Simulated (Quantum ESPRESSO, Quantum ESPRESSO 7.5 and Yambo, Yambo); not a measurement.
## Quasiparticle gap of MoS2 (R3m) in Yambo

Wanted: ground state, empty states, screening and self-energy for MoS2 (R3m).

Main program and level: Quantum ESPRESSO 7.5 and Yambo 5.3.0; PBE and many-body steps on it, plane waves.

Most raw output is cut from this account.

## (1) The starting structure

Symmetry: R3m, No. 160, trigonal system. Conventional cell: a = 3.160 Å, b = 3.160 Å, c = 18.450 Å, α = 90.00°, β = 90.00°, γ = 120.00°. Mo has 6 S at 2.40 Å nearest. Nearest to S lie 3 Mo at 2.40 Å. Nearest to S lie 3 Mo at 2.40 Å. Farther neighbours and most contacts between anions are not listed.

Geometry: measured (diffraction); atoms relaxed with PBE. The runs that relaxed it are not among those shown.

## (2) Ground state

This step: Quantum ESPRESSO 7.5; DFT, PBE, plane waves, norm-conserving pseudopotentials.

The ground-state density comes first.

Contents of pw.in:

```
&control
  calculation = 'scf'
  prefix = 'x'
  outdir = 'o'
  pseudo_dir = 'pseudo'
/
&system
  ibrav = 0
  nat = 3
  ntyp = 2
  ecutwfc = 72.0
  nbnd = 18
  force_symmorphic = .true.
/
&electrons
  conv_thr = 1e-10
  electron_maxstep = 80
  mixing_beta = 0.5
/
ATOMIC_SPECIES
  Mo 95.95 Mo.upf
  S 32.06 S.upf
CELL_PARAMETERS angstrom
  1.5800000000 0.9122134253 6.1500000000
  -1.5800000000 0.9122134253 6.1500000000
  -0.0000000000 -1.8244268506 6.1500000000
ATOMIC_POSITIONS crystal
  Mo 0.0000947593 0.0000947593 0.0000947593
  S 0.2486318087 0.2486318087 0.2486318087
  S 0.4182734320 0.4182734320 0.4182734320
K_POINTS automatic
  8 8 8 0 0 0
```

The run is started by

```bash
OMP_NUM_THREADS=1 mpirun -n 4 pw.x -nk 4 -in pw.in > pw.out
```

Elapsed: 85 s, on 4 MPI ranks of Arm Neoverse V1, shared host; peak memory 0.44 GiB.

This step gave:

```yaml
total_energy: -2515.6360 eV
gap: 1.016 eV
k_of_the_valence_top: -0.5, -0.5, -0.5
k_of_the_conduction_bottom: 0, 0.125, -0.25
least_direct_gap: 2.042 eV
```

The gap is indirect, with the least direct gap 1.03 eV higher.

## (3) Bands along the symmetry lines

Levels along a band path, at the cheap level, show where the edges lie and whether the meshes to come will hold them.

Contents of pw.in:

```
&control
  calculation = 'bands'
  prefix = 'x'
  outdir = 'o'
  pseudo_dir = 'pseudo'
/
&system
  ibrav = 0
  nat = 3
  ntyp = 2
  ecutwfc = 72.0
  nbnd = 19
  force_symmorphic = .true.
/
&electrons
  conv_thr = 1e-9
  electron_maxstep = 80
  diago_full_acc = .true.
  diago_thr_init = 5e-6
/
ATOMIC_SPECIES
  Mo 95.95 Mo.upf
  S 32.06 S.upf
CELL_PARAMETERS angstrom
  1.5800000000 0.9122134253 6.1500000000
  -1.5800000000 0.9122134253 6.1500000000
  -0.0000000000 -1.8244268506 6.1500000000
ATOMIC_POSITIONS crystal
  Mo 0.0000947593 0.0000947593 0.0000947593
  S 0.2486318087 0.2486318087 0.2486318087
  S 0.4182734320 0.4182734320 0.4182734320
K_POINTS crystal
  59
  0.00000000 0.00000000 0.00000000 1
  0.06250000 0.06250000 0.06250000 1
  0.12500000 0.12500000 0.12500000 1
  0.18750000 0.18750000 0.18750000 1
  0.25000000 0.25000000 0.25000000 1
  0.31250000 0.31250000 0.31250000 1
  0.37500000 0.37500000 0.37500000 1
  0.43750000 0.43750000 0.43750000 1
  0.50000000 0.50000000 0.50000000 1
  0.53983325 0.46016675 0.50000000 1
  0.57966650 0.42033350 0.50000000 1
  0.61949975 0.38050025 0.50000000 1
  0.65933299 0.34066701 0.50000000 1
  0.69916624 0.30083376 0.50000000 1
  0.73899949 0.26100051 0.50000000 1
  0.77883274 0.22116726 0.50000000 1
  0.81866599 0.18133401 0.50000000 1
  0.50000000 -0.18133401 0.18133401 1
  0.50000000 -0.15866726 0.15866726 1
  0.50000000 -0.13600051 0.13600051 1
  0.50000000 -0.11333376 0.11333376 1
  0.50000000 -0.09066700 0.09066700 1
  0.50000000 -0.06800025 0.06800025 1
  0.50000000 -0.04533350 0.04533350 1
  0.50000000 -0.02266675 0.02266675 1
  0.50000000 0.00000000 0.00000000 1
  0.43750000 0.00000000 0.00000000 1
  0.37500000 0.00000000 0.00000000 1
  0.31250000 0.00000000 0.00000000 1
  0.25000000 0.00000000 0.00000000 1
  0.18750000 0.00000000 0.00000000 1
  0.12500000 0.00000000 0.00000000 1
  0.06250000 0.00000000 0.00000000 1
  0.00000000 0.00000000 0.00000000 1
  0.04258337 -0.04258337 0.00000000 1
  0.08516675 -0.08516675 0.00000000 1
  0.12775012 -0.12775012 0.00000000 1
  0.17033350 -0.17033350 0.00000000 1
  0.21291688 -0.21291688 0.00000000 1
  0.25550025 -0.25550025 0.00000000 1
  0.29808363 -0.29808363 0.00000000 1
  0.34066700 -0.34066700 0.00000000 1
  0.65933300 0.00000000 0.34066700 1
  0.63941637 0.00000000 0.36058363 1
  0.61949975 0.00000000 0.38050025 1
  0.59958312 0.00000000 0.40041688 1
  0.57966650 0.00000000 0.42033350 1
  0.55974987 0.00000000 0.44025012 1
  0.53983325 0.00000000 0.46016675 1
  0.51991663 0.00000000 0.48008337 1
  0.50000000 0.00000000 0.50000000 1
  0.43750000 0.00000000 0.43750000 1
  0.37500000 0.00000000 0.37500000 1
  0.31250000 0.00000000 0.31250000 1
  0.25000000 0.00000000 0.25000000 1
  0.18750000 0.00000000 0.18750000 1
  0.12500000 0.00000000 0.12500000 1
  0.06250000 0.00000000 0.06250000 1
  0.00000000 0.00000000 0.00000000 1
```

Run time: 24 s. Hardware: 4 MPI ranks; peak memory 0.3 GiB.

Numbers from this step:

| Property | Result |
| --- | --- |
| gap | 0.9137 eV |
| k of the valence top | 0.5, 0.5, 0.5 |
| k of the conduction bottom | 0.1703, -0.1703, 0 |
| least direct gap | 1.763 eV |

The gap is 0.914 eV, −0.102 eV from the run before at this level.

The electronic bands at the labelled points (eV, zero at the top of the highest filled band):

```tsv
point	band 10	band 11	band 12	band 13	band 14	band 15	band 16	band 17
Γ	-2.18	-2.18	-1.22	-1.19	2.07	2.07	2.43	2.43
halfway	-2.61	-2.16	-2.16	-0.28	2.11	2.11	2.37	2.37
T	-3.29	-2.14	-2.14	0.00	2.17	2.17	2.29	2.29
halfway	-3.94	-2.66	-1.89	-1.47	1.48	1.85	2.17	3.52
H2	-4.31	-3.74	-2.80	-0.70	1.10	2.26	3.00	4.23
jump to H0	-4.31	-3.74	-2.80	-0.70	1.10	2.26	3.00	4.23
halfway	-3.75	-3.07	-2.55	-1.01	1.45	2.30	2.63	4.00
L	-3.90	-2.34	-1.53	-1.44	1.66	2.05	3.43	3.49
halfway	-3.20	-2.41	-1.64	-1.50	1.22	1.80	2.63	3.02
Γ	-2.18	-2.18	-1.22	-1.19	2.07	2.07	2.43	2.43
halfway	-3.68	-2.63	-1.57	-1.48	0.91	1.82	2.32	3.64
S0	-4.31	-3.66	-2.86	-0.69	1.08	2.26	2.98	4.24
jump to S2	-4.31	-3.66	-2.86	-0.69	1.08	2.26	2.98	4.24
halfway	-3.97	-3.16	-2.74	-0.95	1.57	2.45	3.00	3.60
F	-3.82	-2.93	-1.73	-1.26	1.62	2.19	3.01	3.87
halfway	-3.15	-2.45	-1.98	-1.35	1.36	1.65	2.57	3.19
Γ	-2.18	-2.18	-1.22	-1.19	2.07	2.07	2.43	2.43
```

## (4) Empty states on the mesh, 4×4×4 mesh, 133 bands

The sums over transitions need many empty states on a uniform mesh; this step solves for them.

Contents of pw.in:

```
&control
  calculation = 'nscf'
  prefix = 'x'
  outdir = 'o'
  pseudo_dir = 'pseudo'
/
&system
  ibrav = 0
  nat = 3
  ntyp = 2
  ecutwfc = 72.0
  nbnd = 133
  force_symmorphic = .true.
/
&electrons
  conv_thr = 1e-9
  electron_maxstep = 80
  diago_full_acc = .true.
  diago_thr_init = 5e-6
/
ATOMIC_SPECIES
  Mo 95.95 Mo.upf
  S 32.06 S.upf
CELL_PARAMETERS angstrom
  1.5800000000 0.9122134253 6.1500000000
  -1.5800000000 0.9122134253 6.1500000000
  -0.0000000000 -1.8244268506 6.1500000000
ATOMIC_POSITIONS crystal
  Mo 0.0000947593 0.0000947593 0.0000947593
  S 0.2486318087 0.2486318087 0.2486318087
  S 0.4182734320 0.4182734320 0.4182734320
K_POINTS automatic
  4 4 4 0 0 0
```

Run time: 43 s. Hardware: 4 MPI ranks; peak memory 0.43 GiB.

Numbers from this step:

| Item | Value |
| --- | --- |
| gap | 1.221 eV |
| k of the valence top | -0.5, -0.5, -0.5 |
| k of the conduction bottom | 0, 0.25, -0.25 |
| least direct gap | 2.169 eV |
| k points computed | 13 |
| lowest point of the top converged band, above the valence top | 84.4117 eV |

On this mesh the gap is 1.221 eV. The earlier step found 1.016 eV, so this mesh misses an edge.

## (5) Conversion and set-up

This step: Yambo 5.3.0; conversion and set-up on PBE, plane waves, norm-conserving pseudopotentials.

The states are converted to the many-body program's format and the q mesh is built.

The run is started by

```bash
(cd o/x.save; p2y > p2y.log; mv SAVE ../..); yambo > setup.log
```

Run time: 2.3 s. Hardware: 1 MPI rank; peak memory 0.24 GiB.

## (6) Screening and self-energy, 4×4×4 mesh, 133 bands, screening to 163.3 eV

G0W0 replaces the xc potential by the self-energy, built once from these orbitals. Only a window of levels is corrected, while the sums run over the empty bands that the input names.

This step: G0W0 on PBE, plane waves, norm-conserving pseudopotentials.

Contents of gw1.in:

```
HF_and_locXC
gw0
dyson
ppa
em1d
rim_cut
RandQpts= 1000000
RandGvec= 1 RL
EXXRLvcs= 72 Ry
VXCRLvcs= 288 Ry
Chimod= "HARTREE"
% BndsRnXp
 1 | 133 |
%
NGsBlkXp= 12 Ry
% LongDrXp
 1 | 1 | 1 |
%
% GbndRnge
 1 | 133 |
%
DysSolver= "n"
ExtendOut
PPAPntXp= 27.21138 eV
% QPkrange
 13 | 13 | 12 | 15 |
 6 | 6 | 12 | 15 |
 1 | 1 | 12 | 15 |
%
```

The run is started by

```bash
OMP_NUM_THREADS=1 mpirun -n 4 yambo -F gw1.in -J gw1 -C gw1 > gw1.log
```

The job ended after 8.5 min (4 MPI ranks; peak memory 3.8 GiB).

Numbers from this step:

```yaml
g0w0_gap_on_the_points_computed: 1.758 eV
starting_gap_on_the_mesh: 1.221 eV
k_of_the_valence_top: -0.5, -0.5, -0.5
k_of_the_conduction_bottom: 0, 0.25, -0.25
least_direct_g0w0_gap_on_the_computed_points: 2.653 eV
z_at_the_valence_top: 0.7770
z_at_the_conduction_bottom: 0.7821
```

The gap on the mesh goes from 1.22 eV to 1.76 eV, a correction of +0.54 eV. The start differs from the 1.02 eV found before because the two sample other k points.

Limits: finite bands, cutoff and mesh; no spin-orbit coupling. v1 is the top filled band, c1 the lowest empty one. Levels before and after the correction, in eV, zero at the valence-band top of each column:

```tsv
	conduction bottom	valence top
Kohn-Sham	1.22	0.00
G0W0	1.76	0.00
```

```tsv
	level	energy (eV)
Kohn-Sham	(0 0.25 -0.25) v2	-2.371
Kohn-Sham	(0 0.25 -0.25) v1	-1.166
Kohn-Sham	(0 0.25 -0.25) c1	1.221
Kohn-Sham	(0 0.25 -0.25) c2	2.143
Kohn-Sham	(-0.5 -0.5 -0.5) v2	-2.145
Kohn-Sham	(-0.5 -0.5 -0.5) v1	0.000
Kohn-Sham	(-0.5 -0.5 -0.5) c1-c2	2.169
G0W0	(0 0.25 -0.25) v2	-2.793
G0W0	(0 0.25 -0.25) v1	-1.200
G0W0	(0 0.25 -0.25) c1	1.758
G0W0	(0 0.25 -0.25) c2	2.923
G0W0	(-0.5 -0.5 -0.5) v2	-2.259
G0W0	(-0.5 -0.5 -0.5) v1	0.000
G0W0	(-0.5 -0.5 -0.5) c1-c2	2.653
```

## (7) Where the time went

Times are wall times on the hardware named with each run, good to a factor of about two.

```tsv
step	time	share	memory (GiB)
ground state	85 s	13 %	0.44
bands along the symmetry lines	24 s	4 %	0.3
empty states on the mesh	43 s	6 %	0.43
conversion and set-up	2.3 s	0 %	0.24
screening and self-energy	8.5 min	77 %	3.8
```

## (8) Summary of results

```yaml
pbe_gap: 0.91 eV, indirect
g0w0_gap_on_the_mesh: 1.76 eV
g0w0_gap_over_the_zone_rigid_shift: 1.45 eV
gw_settings: 4×4×4 mesh, 133 bands, screening to 163.3 eV, Godby-Needs plasmon pole
known_limits: not at the basis limit; no spin-orbit coupling
```

G0W0 moves the gap on the mesh from 1.22 eV to 1.76 eV (+0.54 eV), with Z of 0.78 and 0.78 at the edges. The mesh misses the band edges by 0.31 eV in all; a rigid shift gives 1.45 eV for the zone. Only 3 of the mesh's irreducible points were corrected, so a valley elsewhere could overtake. The dearest step here is «screening and self-energy». Bands and cutoff are finite, so the gap is not at the basis limit. The miss can reach some tenths of an eV and take either sign; the mesh is an error of its own. In the G0W0 run levels were corrected at 3 k points alone, so a gap called «on the mesh» is the least over those, and an edge elsewhere would be missed. A denser mesh or path gives a starting gap of 0.91 eV: the GW mesh misses a band edge, so its gaps are not the fundamental one. The many-body steps are scalar-relativistic: spin-orbit coupling is not in them.

[Paths, hosts, dates, memory and timing lines, banners, echoed tables and standing remarks are left out of the program output.]

[Logs are printed without paths, hosts, clocks, repeated set-up lines and the standing remarks that a program may print on its own settings, such as how far it seeks lower states.]

[Runs of the session that timed out or met a known fault of the program may be left out.]

[Hosts, paths, dates, database ids (printed as entryN), source tags and the programs' standing remarks are cut or masked in the printed files.]
